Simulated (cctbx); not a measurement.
**Gd4Ge6Rh7 across an absorption edge**

Space group Im-3m (no. 229), a = 8.4470 Å, b = 8.4470 Å, c = 8.4470 Å, α = 90.00°, β = 90.00°, γ = 90.00°.

| atom | mult. | x | y | z | Ueq (Å²) |
| --- | --- | --- | --- | --- | --- |
| Gd1 | 8 | 1/4 | 1/4 | 1/4 | 0.0040 |
| Rh1 | 2 | 0 | 0 | 0 | 0.0043 |
| Rh2 | 12 | 1/4 | 0 | 1/2 | 0.0041 |
| Ge1 | 12 | 0.6785 | 0 | 0 | 0.0049 |

The model is made up (kin elements in a known structure type, no relaxation), so it says nothing on whether the phase exists.

Calculated with cctbx: free-atom f′ and f″ from the Sasaki tables, no fine structure; amplitudes in electrons.

```
E (eV)  F 2 2 4  F 1 1 2  F 2 2 2  F 3 1 4
 22620    173.6     49.7    915.8     25.9
 22970    174.9     45.2    908.3     24.5
 23100    176.2     41.2    901.5     23.2
 23160    177.4     37.3    895.0     21.9
 23190    178.7     33.4    888.5     20.6
 23205    179.9     29.6    882.2     19.4
 23212    181.0     26.2    876.6     18.3
 23216    182.2     22.7    870.6     17.1
 23224    183.7     22.6    862.9     16.3
 23228    181.4     28.4    874.8     18.5
 23235    179.9     32.2    882.1     19.9
 23250    178.5     36.2    889.4     21.3
 23280    177.1     40.1    896.5     22.6
 23370    175.2     45.3    905.7     24.4
 23620    173.1     51.0    915.5     26.3
```

**Question.** Which edge is crossed, and why do the reflections move as they do?

The K edge of Rh. The edge is at 23220 eV. f′ of Rh falls from -4.7 e at 23100 eV to -7.8 e at 4 eV below it, and f″ steps from 0.55 to 3.65 e across it. Over that approach |F| changes by +3 % (2 2 4), -45 % (1 1 2), -3 % (2 2 2) and -26 % (3 1 4): a reflection falls where Rh scatters in phase with the total and rises where it scatters against it; it hardly moves where the Rh term is small or cancels by symmetry. Above the edge the larger f″ enters the imaginary part, where it can add to or cancel the other atoms' f″. The structure is centrosymmetric, so Friedel mates stay equal.

[Logs are printed without paths, hosts, clocks, repeated set-up lines and the standing remarks that a program may print on its own settings, such as how far it seeks lower states.]
